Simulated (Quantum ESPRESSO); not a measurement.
# Calculated records

## Collinear magnetic orders of LaCrGe3 with Quantum ESPRESSO

The structure is hexagonal, space group P6_3/mmc (No. 194). The conventional cell has a = 6.200 Å, b = 6.200 Å, c = 5.766 Å, α = 90.00°, β = 90.00°, γ = 120.00°. Nearest to La lie 12 Ge at 3.11 to 3.25 Å. Cr has 6 Ge at 2.53 Å nearest. Ge has 2 Cr at 2.53 Å and 2 Ge at 2.60 Å and 4 La at 3.11 to 3.25 Å nearest. Farther neighbours are not listed.

```yaml
method: PBEsol; plane waves with GBRV 1.5 PBEsol potentials, no spin-orbit coupling (and 1 further level or step)
program: Quantum ESPRESSO 7.5
settings_of_one_run: GBRV 1.5 PBEsol, cutoff 544.23 eV, 6×6×6 k-mesh, 86 bands, fermi-dirac occupations, smearing width 0.05 eV, collinear spin, SCF threshold 2.00e-8, mesh matched on, starting moments 0 0 2.5 2.5 0 0 0 0 0 0 μB
cost: 2 runs, 35 min in all on 4 MPI ranks of Intel Xeon at 2.50GHz (Skylake/Cascade Lake), shared host (the runs of this entry)
notes: The run is spin-polarised, with a total moment of 2.75 μB a cell (absolute 4.15).
lowest_state_found: ferromagnetic (from ferro ++)
largest_site_moment: 1.56 μB
next_state_with_moments: antiferromagnetic, 77.6 meV a seeded atom higher
```

This is the lowest of 2 collinear or spinless starts, no proof of the ground state.

[Logs and program files are shortened in this print: banners, set-up blocks, solver, clock and traceback lines can be left out without a mark of their own.]

[Logs are printed without paths, hosts, clocks, repeated set-up lines and the standing remarks that a program may print on its own settings, such as how far it seeks lower states.]

[Hosts, paths, dates, database ids (printed as entryN), source tags and the programs' standing remarks are cut or masked in the printed files.]

[Where a cell is said to come from a database of computed structures, the database is the Materials Project.]
